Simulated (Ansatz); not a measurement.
Rows from a G0W0 calculation on Ge3H2 (hydrogen-terminated (001) film, symmetric dihydride, 6 layers) (Ansatz 0.2.0; G0W0 on PBEsol, plane waves, PAW; PAW set soft_1; 4×4×1 mesh, 390 empty bands, screening to 41 eV, PAW set soft_1 files), in eV. Spin-orbit coupling is left out.

```
row      Σx     Σc     Vxc     Z
  A  -15.74   1.56  -14.10  0.74
  B  -15.24   1.32  -13.92  0.74
  C   -8.83  -3.43  -12.89  0.74
  D   -9.35  -3.27  -13.31  0.75
  E   -7.46  -3.46  -11.34  0.75
  F  -15.21   1.42  -13.85  0.73
```

Which rows are filled states and which are empty ones, and how can one tell?

Filled: A, B and F. Empty: C, D and E. The sign of Σc tells: for a filled state bare exchange, which holds its interaction with itself, lies below Vxc (Σx − Vxc is -1.3 eV or lower here) and screening gives part back as a positive Σc. For an empty state Σx lies above Vxc (+3.9 eV or more) and the Coulomb hole leaves Σc negative.

[Paths, hosts, dates, memory and timing lines, banners, echoed tables and standing remarks are left out of the program output.]

[Logs are printed without paths, hosts, clocks, repeated set-up lines and the standing remarks that a program may print on its own settings, such as how far it seeks lower states.]

[Runs of the session that timed out or met a known fault of the program may be left out.]

[Cells called generated may have been cut or substituted from an entry of the Crystallography Open Database or the Materials Project.]

[Hosts, paths, dates, database ids (printed as entryN), source tags and the programs' standing remarks are cut or masked in the printed files.]
